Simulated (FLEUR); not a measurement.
## FeGe: parallel and opposed starts

Wanted: the moments of FeGe and the energy of each order that was tried.

Method: PBEsol; all-electron FLAPW, Dirac cores, scalar-relativistic bands, in FLEUR MaX-R8.1.

## Step 1: The structure

Symmetry: P6/mmm, No. 191, hexagonal system. The conventional cell has a = 4.998 Å, b = 4.998 Å, c = 4.116 Å, α = 90.00°, β = 90.00°, γ = 120.00°. Nearest to Fe lie 4 Fe at 2.50 Å and 6 Ge at 2.50 to 2.51 Å. Ge has 6 Fe at 2.50 Å nearest. Ge has 6 Fe at 2.51 Å nearest. Farther neighbours are not listed.

As a file:

```cif
data_structure
_symmetry_space_group_name_H-M 'P 1'
_symmetry_Int_Tables_number 1
_cell_length_a 4.9976
_cell_length_b 4.9976
_cell_length_c 4.1158
_cell_angle_alpha 90.000
_cell_angle_beta 90.000
_cell_angle_gamma 120.000
_cell_volume 89.02
loop_
_atom_site_label
_atom_site_type_symbol
_atom_site_fract_x
_atom_site_fract_y
_atom_site_fract_z
_atom_site_occupancy
Fe1 Fe 0.50000 0.00000 0.00000 1
Fe2 Fe 0.50000 0.50000 0.00000 1
Fe3 Fe 0.00000 0.50000 0.00000 1
Ge4 Ge 0.00000 0.00000 0.00000 1
Ge5 Ge 0.33333 0.66667 0.50000 1
Ge6 Ge 0.66667 0.33333 0.50000 1
```

The cell comes from a database of computed structures and need not be the stable phase.

## Step 2: Start 1: ferro +++

The parallel start is the test of whether parallel moments hold.

inpgen writes inp.xml from crystal.txt; cutoffs, mixing, functional, smearing and local orbitals are then set in the file. The k list default-1 (kpts.xml, not shown) is a Γ-centred 8×8×8 mesh; where the ranks do not divide the number of points, some are split in two of half the weight.

inp.xml

```
<?xml version="1.0" encoding="UTF-8" standalone="no"?>
<fleurInput fleurInputVersion="0.39">
   <comment>
      FeGe
   </comment>
   <calculationSetup>
      <cutoffs Kmax="3.6" Gmax="10.8" GmaxXC="10.8" numbands="0"/>
      <scfLoop itmax="90" minDistance="0.00002" maxIterBroyd="15" imix="Anderson" alpha="0.05" precondParam="0.0" spinf="2.0" sdNocoIR="T"/>
      <coreElectrons ctail="T" frcor="F" kcrel="0" coretail_lmax="0"/>
      <xcFunctional name="PBEs" relativisticCorrections="F"/>
      <magnetism jspins="2"/>
      <soc l_soc="F" theta="0.0" phi="0.0" spav="F"/>
      <expertModes spex="0" secvar="F"/>
      <geometryOptimization l_f="F" forcealpha="1.0" forcemix="BFGS" epsdisp="0.00001" epsforce="0.00001"/>
      <ldaU l_linMix="F" mixParam="0.05" spinf="1.0"/>
   </calculationSetup>
   <cell>
      <bzIntegration valenceElectrons="90.0" mode="hist" fermiSmearingEnergy="0.00110248">
         <kPointListSelection listName="default-1"/>
         <xi:include xmlns:xi="http://www.w3.org/2001/XInclude" href="kpts.xml"> </xi:include>
      </bzIntegration>
      <xi:include xmlns:xi="http://www.w3.org/2001/XInclude" href="sym.xml"> </xi:include>
      <bulkLattice scale="1.0">
         <bravaisMatrix>
            <row-1>    9.4440996943043434     0.0000000000000000     0.0000000000000000</row-1>
            <row-2>   -4.7220498471616201     8.1788302511468611     0.0000000000000000</row-2>
            <row-3>    0.0000000000000000     0.0000000000000000     7.7776617457139627</row-3>
         </bravaisMatrix>
      </bulkLattice>
   </cell>
   <atomSpecies>
      <species name="Iron (Fe) 2.800" element="Fe" atomicNumber="26">
         <mtSphere radius="2.3" gridPoints="761" logIncrement="0.016"/>
         <atomicCutoffs lmax="8" lnonsphr="6"/>
         <electronConfig flipSpins="F">
            <coreConfig>(1s1/2) (2s1/2) (2p1/2) (2p3/2)</coreConfig>
            <valenceConfig>(3s1/2) (3p1/2) (3p3/2) (4s1/2) (3d3/2) (3d5/2)</valenceConfig>
            <stateOccupation state="(3d3/2)" spinUp="1.4" spinDown="1.0"/>
            <stateOccupation state="(3d5/2)" spinUp="3.0" spinDown="0.6"/>
         </electronConfig>
         <energyParameters s="4" p="4" d="3" f="4"/>
         <lo type="SCLO" l="0" n="3" eDeriv="0"/>
         <lo type="SCLO" l="1" n="3" eDeriv="0"/>
      </species>
      <species name="Germanium (Ge)" element="Ge" atomicNumber="32">
         <mtSphere radius="2.3" gridPoints="761" logIncrement="0.016"/>
         <atomicCutoffs lmax="8" lnonsphr="6"/>
         <electronConfig flipSpins="F">
            <coreConfig>(1s1/2) (2s1/2) (2p1/2) (2p3/2) (3s1/2) (3p1/2) (3p3/2)</coreConfig>
            <valenceConfig>(4s1/2) (3d3/2) (3d5/2) (4p1/2) (4p3/2)</valenceConfig>
            <stateOccupation state="(4p1/2)" spinUp="0.333333" spinDown="0.333333"/>
            <stateOccupation state="(4p3/2)" spinUp="0.666667" spinDown="0.666667"/>
         </electronConfig>
         <energyParameters s="4" p="4" d="3" f="4"/>
      </species>
   </atomSpecies>
   <atomGroups>
      <atomGroup species="Iron (Fe) 2.800">
         <relPos label="                   1">1.000/2.000 .0000000000 .0000000000</relPos>
         <relPos label="                   2">1.000/2.000 1.000/2.000 .0000000000</relPos>
         <relPos label="                   3">.0000000000 1.000/2.000 .0000000000</relPos>
         <force calculate="T" relaxXYZ="TTT"/>
      </atomGroup>
      <atomGroup species="Germanium (Ge)">
         <relPos label="                   4">.0000000000 .0000000000 .0000000000</relPos>
         <force calculate="T" relaxXYZ="TTT"/>
      </atomGroup>
      <atomGroup species="Germanium (Ge)">
         <relPos label="                   5">1.000/3.000 -1.000/3.000 1.000/2.000</relPos>
         <relPos label="                   6">-1.000/3.000 1.000/3.000 1.000/2.000</relPos>
         <force calculate="T" relaxXYZ="TTT"/>
      </atomGroup>
   </atomGroups>
   <output dos="F" band="F" slice="F">
      <bandDOS minEnergy="-.5*Htr" maxEnergy="0.5*Htr" sigma="0.015" storeEVData="T"/>
      <plotting iplot="0" polar="F">
         <plot TwoD="T" vec1="  1.0  0.0  0.0" vec2="  0.0  1.0  0.0" vec3="  0.0  0.0  1.0" zero="  0.0  0.0  0.0" file="plot"/>
      </plotting>
      <moessbauerParams electricFieldGradient="F" isomerShift="F" coreHyperfine="F" valenceHyperfine="F"/>
   </output>
</fleurInput>
```

crystal.txt

```
FeGe
&input film=F cartesian=F /
4.99760233579  0.00000000000  0.00000000000
-2.49880116790  4.32805058081  0.00000000000
0.00000000000  0.00000000000  4.11576135000
1.8897261246
1.0 1.0 1.0

6
26 0.50000000000  0.00000000000  0.00000000000 : 2.800
26 0.50000000000  0.50000000000  0.00000000000 : 2.800
26 0.00000000000  0.50000000000  0.00000000000 : 2.800
32 0.00000000000  0.00000000000  0.00000000000
32 0.33333333333  0.66666666667  0.50000000000
32 0.66666666667  0.33333333333  0.50000000000

&kpt div1=8 div2=8 div3=8 gamma=T /
```

The run is started by

```sh
$ OMP_NUM_THREADS=1 inpgen -f crystal.txt > inpgen.log  # inp.xml is then edited as shown
$ OMP_NUM_THREADS=1 mpirun -n 4 fleur_MPI > fleur.log
```

Log:

```text
Welcome to FLEUR        (www.flapw.de)
      MaX-Release 8.1          (www.max-centre.eu)

 ========== k-point set info ==========
 Selected k-point list: default-1
 k-point list type: mesh
 0 x 0 x 0
 Number of k points: 52

 ------------Calculation Setup---------------------------
 Number of MPI-tasks      :            4
 Number of PE/node        :            4
 Number of OMP-threads    :            1
 k-points in parallel     :            4
 pe's per k-point         :            1
 No of k-point loops      :           13
 Eigenvalue solver        :       lapack
 Number of basis functions:          531
 Approximate size of matrices (H+S) per k-point:         0.004 GB
 --------------------------------------------------------
 Iteration:     1   Distance:      18.17426357 me/bohr^3
 Iteration:     2   Distance:      15.91164987 me/bohr^3
 Iteration:     3   Distance:      11.84775792 me/bohr^3
 Iteration:     4   Distance:       5.54094841 me/bohr^3
 Iteration:     5   Distance:       4.57208241 me/bohr^3
 Iteration:     6   Distance:       3.95593989 me/bohr^3
 Iteration:     7   Distance:       2.83289672 me/bohr^3
 Iteration:     8   Distance:       2.73287579 me/bohr^3
 Iteration:     9   Distance:       2.26548639 me/bohr^3
 Iteration:    10   Distance:       2.30852006 me/bohr^3
[... 18 iterations left out ...]
 Iteration:    29   Distance:       0.00192575 me/bohr^3
 Iteration:    30   Distance:       0.00186024 me/bohr^3
 Iteration:    31   Distance:       0.00138402 me/bohr^3
 Iteration:    32   Distance:       0.00085417 me/bohr^3
 Iteration:    33   Distance:       0.00033712 me/bohr^3
 Iteration:    34   Distance:       0.00012014 me/bohr^3
 Iteration:    35   Distance:       0.00013179 me/bohr^3
 Iteration:    36   Distance:       0.00008042 me/bohr^3
 Iteration:    37   Distance:       0.00002283 me/bohr^3
 Iteration:    38   Distance:       0.00001513 me/bohr^3

 ********************************************************************
 Run finished successfully
 Stop message:
   all done
 ********************************************************************

--- out.xml (last complete iteration) ---
<iteration numberForCurrentRun="   38" overallNumber="   38">
         [... left out ...]
         <bandgap value="0.0047057262" units="eV"/>
         <sumValenceSingleParticleEnergies value="-57.3878189088" units="Htr"/>
         <FermiEnergy value="0.3289605659" units="Htr"/>
         <valenceDensity>
            <mtCharges spin="1">
               <mtCharge atomType="1" total="8.2638642" s="1.1782532" p="3.2020181" d="3.8686079" f="0.0119963"/>
               <mtCharge atomType="2" total="6.0996112" s="0.5684500" p="0.5166938" d="5.0002280" f="0.0109613"/>
               <mtCharge atomType="3" total="6.1298237" s="0.5573328" p="0.5538552" d="5.0038761" f="0.0115693"/>
            </mtCharges>
            <mtCharges spin="2">
               <mtCharge atomType="1" total="6.7820942" s="1.1726038" p="3.1999904" d="2.3948347" f="0.0122550"/>
               <mtCharge atomType="2" total="6.1874288" s="0.5692170" p="0.6109827" d="4.9958762" f="0.0090228"/>
               <mtCharge atomType="3" total="6.1877966" s="0.5633058" p="0.6094171" d="5.0027587" f="0.0100561"/>
            </mtCharges>
            <spinDependentCharge spin="1" total="47.0615236" interstitial="3.9106725" mtSpheres="43.1508512"/>
            <spinDependentCharge spin="2" total="42.9384764" interstitial="4.0291718" mtSpheres="38.9093045"/>
            <totalCharge value="90.0000000000"/>
         </valenceDensity>
         [... left out ...]
         <allElectronCharges>
            <spinDependentCharge spin="1" total="89.0615236" interstitial="3.9115239" mtSpheres="85.1499998"/>
            <spinDependentCharge spin="2" total="84.9384763" interstitial="4.0300278" mtSpheres="80.9084485"/>
            <totalCharge value="173.9999999673"/>
         </allElectronCharges>
         <magneticMomentsInMTSpheres units="muBohr">
            <globalMagMoment atomType="1" vec="0.00000   0.00000   1.48177"/>
            <localMagMoment atomType="1" vec="0.00000   0.00000   1.48177"/>
            <globalMagMoment atomType="2" vec="0.00000   0.00000  -0.08782"/>
            <localMagMoment atomType="2" vec="0.00000   0.00000  -0.08782"/>
            <globalMagMoment atomType="3" vec="0.00000   0.00000  -0.05797"/>
            <localMagMoment atomType="3" vec="0.00000   0.00000  -0.05797"/>
         </magneticMomentsInMTSpheres>
         <moessbauerParams unitsHFF="kG" unitsIS="e/bohr^3" unitsEFG="Htr/bohr^2">
         </moessbauerParams>
         <totalEnergy value="   -10107.6279117014" units="Htr">
            <sumOfEigenvalues value="    -5819.4427291759">
               <coreElectrons value="-5762.0549102671"/>
               <valenceElectrons value="-57.3878189088"/>
            </sumOfEigenvalues>
            <densityCoulombPotentialIntegral value="-15587.6786825469"/>
            <densityEffectivePotentialIntegral value="-16110.6184058396"/>
            <chargeDenXCDenIntegral value="-398.9151533280"/>
            <FockExchangeEnergyValence value="0.0000000000"/>
            <FockExchangeEnergyCore value="0.0000000000"/>
            <atomTypeDependentContributions atomType="1">
               <electronNucleiInteractionDifferentMTs value="4561.1810856903"/>
               <MadelungTerm value="-26.7674916602"/>
            </atomTypeDependentContributions>
            <atomTypeDependentContributions atomType="2">
               <electronNucleiInteractionDifferentMTs value="2523.5733775932"/>
               <MadelungTerm value="-15.7820954180"/>
            </atomTypeDependentContributions>
            <atomTypeDependentContributions atomType="3">
               <electronNucleiInteractionDifferentMTs value="5047.6285338121"/>
               <MadelungTerm value="-31.1165095900"/>
            </atomTypeDependentContributions>
            <tkbTimesEntropy value="0.0005575291"/>
            <freeEnergy value="-10107.6284692305"/>
            <extrapolationTo0K value="-10107.6281904660"/>
         </totalEnergy>
         <densityConvergence units="me/bohr^3">
            <chargeDensity spin="1" distance="0.0000055928"/>
            <chargeDensity spin="2" distance="0.0000112362"/>
            <overallChargeDensity distance="0.0000092761"/>
            <spinDensity distance="0.0000151332"/>
         </densityConvergence>
      </iteration>
```

It took 2 min on 4 MPI ranks of AMD EPYC 7R32 (Zen 2), shared host; peak memory 0.33 GiB.

Spin moment in the muffin-tin sphere by atom:

```csv
atom,spin moment in the muffin-tin sphere (μB)
Fe1,1.48
Fe2,1.48
Fe3,1.48
Ge4,-0.09
Ge5,-0.06
Ge6,-0.06
```

Read from the output:

* free energy: -275042.5823 eV
* program's band gap on this mesh (in a metal only a level spacing): 0.004706 eV
* magnetization: 4.123 μB
* final state: ferromagnetic, with opposed induced moments

After 38 cycles the largest moment stands at 1.48 μB.

## Step 3: Start 2: ferri ++-

An opposed order shows whether neighbours prefer unlike signs.

inp.xml: that of step 2 with these lines changed.

```diff
@@ -25,3 +25,3 @@
             <row-1>    9.4440996943043434     0.0000000000000000     0.0000000000000000</row-1>
-            <row-2>   -4.7220498471616201     8.1788302511468611     0.0000000000000000</row-2>
+            <row-2>   -4.7220498471427232     8.1788302511279625     0.0000000000000000</row-2>
             <row-3>    0.0000000000000000     0.0000000000000000     7.7776617457139627</row-3>
@@ -39,2 +39,15 @@
             <stateOccupation state="(3d5/2)" spinUp="3.0" spinDown="0.6"/>
+         </electronConfig>
+         <energyParameters s="4" p="4" d="3" f="4"/>
+         <lo type="SCLO" l="0" n="3" eDeriv="0"/>
+         <lo type="SCLO" l="1" n="3" eDeriv="0"/>
+      </species>
+      <species name="Iron (Fe) -2.800" element="Fe" atomicNumber="26">
+         <mtSphere radius="2.3" gridPoints="761" logIncrement="0.016"/>
+         <atomicCutoffs lmax="8" lnonsphr="6"/>
+         <electronConfig flipSpins="F">
+            <coreConfig>(1s1/2) (2s1/2) (2p1/2) (2p3/2)</coreConfig>
+            <valenceConfig>(3s1/2) (3p1/2) (3p3/2) (4s1/2) (3d3/2) (3d5/2)</valenceConfig>
+            <stateOccupation state="(3d3/2)" spinUp="1.0" spinDown="1.4"/>
+            <stateOccupation state="(3d5/2)" spinUp="0.6" spinDown="3.0"/>
          </electronConfig>
@@ -60,2 +73,5 @@
          <relPos label="                   2">1.000/2.000 1.000/2.000 .0000000000</relPos>
+         <force calculate="T" relaxXYZ="TTT"/>
+      </atomGroup>
+      <atomGroup species="Iron (Fe) -2.800">
          <relPos label="                   3">.0000000000 1.000/2.000 .0000000000</relPos>
```

crystal.txt

```
FeGe
&input film=F cartesian=F /
4.99760233579  0.00000000000  0.00000000000
-2.49880116789  4.32805058080  0.00000000000
0.00000000000  0.00000000000  4.11576135000
1.8897261246
1.0 1.0 1.0

6
26 0.50000000000  0.00000000000  0.00000000000 : 2.800
26 0.50000000000  0.50000000000  0.00000000000 : 2.800
26 0.00000000000  0.50000000000  0.00000000000 : -2.800
32 0.00000000000  0.00000000000  0.00000000000
32 0.33333333000  0.66666666500  0.50000000000
32 0.66666667000  0.33333333500  0.50000000000

&kpt div1=8 div2=8 div3=8 gamma=T /
```

Log:

```text
[banner, memory and clock lines left out]
Welcome to FLEUR        (www.flapw.de)
      MaX-Release 8.1          (www.max-centre.eu)

 ========== k-point set info ==========
 Selected k-point list: default-1
 k-point list type: mesh
 0 x 0 x 0
 Number of k points: 108

 ------------Calculation Setup---------------------------
 Number of PE/node        :            4
 Number of OMP-threads    :            1
 k-points in parallel     :            4
 pe's per k-point         :            1
 No of k-point loops      :           27
 Eigenvalue solver        :       lapack
 Number of basis functions:          531
 Approximate size of matrices (H+S) per k-point:         0.004 GB
 Iteration:     1   Distance:      21.03135204 me/bohr^3
 Iteration:     2   Distance:      18.19841416 me/bohr^3
 Iteration:     3   Distance:      14.98087443 me/bohr^3
 Iteration:     4   Distance:      13.34913680 me/bohr^3
 Iteration:     5   Distance:       5.64080052 me/bohr^3
 Iteration:     6   Distance:       5.49809003 me/bohr^3
 Iteration:     7   Distance:       2.85148679 me/bohr^3
 Iteration:     8   Distance:       2.38175084 me/bohr^3
 Iteration:     9   Distance:       2.30303765 me/bohr^3
 Iteration:    10   Distance:       1.55850926 me/bohr^3
[... 37 iterations left out ...]
 Iteration:    48   Distance:       0.00027346 me/bohr^3
 Iteration:    49   Distance:       0.00020267 me/bohr^3
 Iteration:    50   Distance:       0.00017706 me/bohr^3
 Iteration:    51   Distance:       0.00016912 me/bohr^3
 Iteration:    52   Distance:       0.00012600 me/bohr^3
 Iteration:    53   Distance:       0.00008959 me/bohr^3
 Iteration:    54   Distance:       0.00005010 me/bohr^3
 Iteration:    55   Distance:       0.00005527 me/bohr^3
 Iteration:    56   Distance:       0.00003309 me/bohr^3
 Iteration:    57   Distance:       0.00001242 me/bohr^3

 ********************************************************************
 Run finished successfully
 Stop message:
   all done
 ********************************************************************

--- out.xml (last complete iteration) ---
<iteration numberForCurrentRun="   57" overallNumber="   57">
         [... left out ...]
         <bandgap value="0.0005032309" units="eV"/>
         <sumValenceSingleParticleEnergies value="-57.2588665086" units="Htr"/>
         <FermiEnergy value="0.3221656042" units="Htr"/>
         <valenceDensity>
            <mtCharges spin="1">
               <mtCharge atomType="1" total="8.1636907" s="1.1795529" p="3.2043732" d="3.7652267" f="0.0118423"/>
               <mtCharge atomType="2" total="6.7022101" s="1.1666723" p="3.1907322" d="2.3295384" f="0.0121796"/>
               <mtCharge atomType="3" total="6.1374175" s="0.5721599" p="0.5530943" d="4.9988444" f="0.0103784"/>
               <mtCharge atomType="4" total="6.1529515" s="0.5615827" p="0.5747102" d="5.0029689" f="0.0108161"/>
            </mtCharges>
            <mtCharges spin="2">
               <mtCharge atomType="1" total="6.8889229" s="1.1695165" p="3.1959316" d="2.5086184" f="0.0120765"/>
               <mtCharge atomType="2" total="8.3414380" s="1.1836074" p="3.2081915" d="3.9353549" f="0.0117880"/>
               <mtCharge atomType="3" total="6.1538476" s="0.5688622" p="0.5756094" d="4.9971160" f="0.0095591"/>
               <mtCharge atomType="4" total="6.1662792" s="0.5620132" p="0.5879261" d="5.0029728" f="0.0106175"/>
            </mtCharges>
            <spinDependentCharge spin="1" total="45.4155596" interstitial="3.9426475" mtSpheres="41.4729121"/>
            <spinDependentCharge spin="2" total="44.5844404" interstitial="3.9787505" mtSpheres="40.6056899"/>
            <totalCharge value="90.0000000000"/>
         </valenceDensity>
         [... left out ...]
         <magneticMomentsInMTSpheres units="muBohr">
            <globalMagMoment atomType="1" vec="0.00000   0.00000   1.27477"/>
            <localMagMoment atomType="1" vec="0.00000   0.00000   1.27477"/>
            <globalMagMoment atomType="2" vec="0.00000   0.00000  -1.63923"/>
            <localMagMoment atomType="2" vec="0.00000   0.00000  -1.63923"/>
            <globalMagMoment atomType="3" vec="0.00000   0.00000  -0.01643"/>
            <localMagMoment atomType="3" vec="0.00000   0.00000  -0.01643"/>
            <globalMagMoment atomType="4" vec="0.00000   0.00000  -0.01333"/>
            <localMagMoment atomType="4" vec="0.00000   0.00000  -0.01333"/>
         </magneticMomentsInMTSpheres>
         [... left out ...]
         <totalEnergy value="   -10107.6126092520" units="Htr">
            <sumOfEigenvalues value="    -5819.2184368754">
               <coreElectrons value="-5761.9595703668"/>
               <valenceElectrons value="-57.2588665086"/>
            </sumOfEigenvalues>
            <densityCoulombPotentialIntegral value="-15587.4886180046"/>
            <densityEffectivePotentialIntegral value="-16110.4279369965"/>
            <chargeDenXCDenIntegral value="-398.9146218612"/>
            <FockExchangeEnergyValence value="0.0000000000"/>
            <FockExchangeEnergyCore value="0.0000000000"/>
         [... left out ...]
            <tkbTimesEntropy value="0.0008009205"/>
            <freeEnergy value="-10107.6134101725"/>
            <extrapolationTo0K value="-10107.6130097122"/>
         </totalEnergy>
         <densityConvergence units="me/bohr^3">
            <chargeDensity spin="1" distance="0.0000070636"/>
            <chargeDensity spin="2" distance="0.0000068567"/>
            <overallChargeDensity distance="0.0000062969"/>
            <spinDensity distance="0.0000124164"/>
         </densityConvergence>
      </iteration>
```

It took 6.1 min on 4 MPI ranks; peak memory 0.44 GiB; 24 min of CPU time.

Spin moment in the muffin-tin sphere by atom:

```csv
atom,spin moment in the muffin-tin sphere (μB)
Fe1,1.27
Fe2,1.27
Fe3,-1.64
Ge4,-0.02
Ge5,-0.01
Ge6,-0.01
```

Numbers from this step:

| Quantity | Value |
| --- | --- |
| free energy | -275042.1725 eV |
| program's band gap on this mesh (in a metal only a level spacing) | 5.03e-4 eV |
| magnetization | 0.8311 μB |
| final state | ferrimagnetic |

It lies 137 meV a seeded atom over the first start, and its largest moment is 1.64 μB against 1.48 μB.

(Continued in part 2 of 2.)

[Logs and program files are shortened in this print: banners, set-up blocks, solver, clock and traceback lines can be left out without a mark of their own.]

[Logs are printed without paths, hosts, clocks, repeated set-up lines and the standing remarks that a program may print on its own settings, such as how far it seeks lower states.]

[Hosts, paths, dates, database ids (printed as entryN), source tags and the programs' standing remarks are cut or masked in the printed files.]

[Where a cell is said to come from a database of computed structures, the database is the Materials Project.]
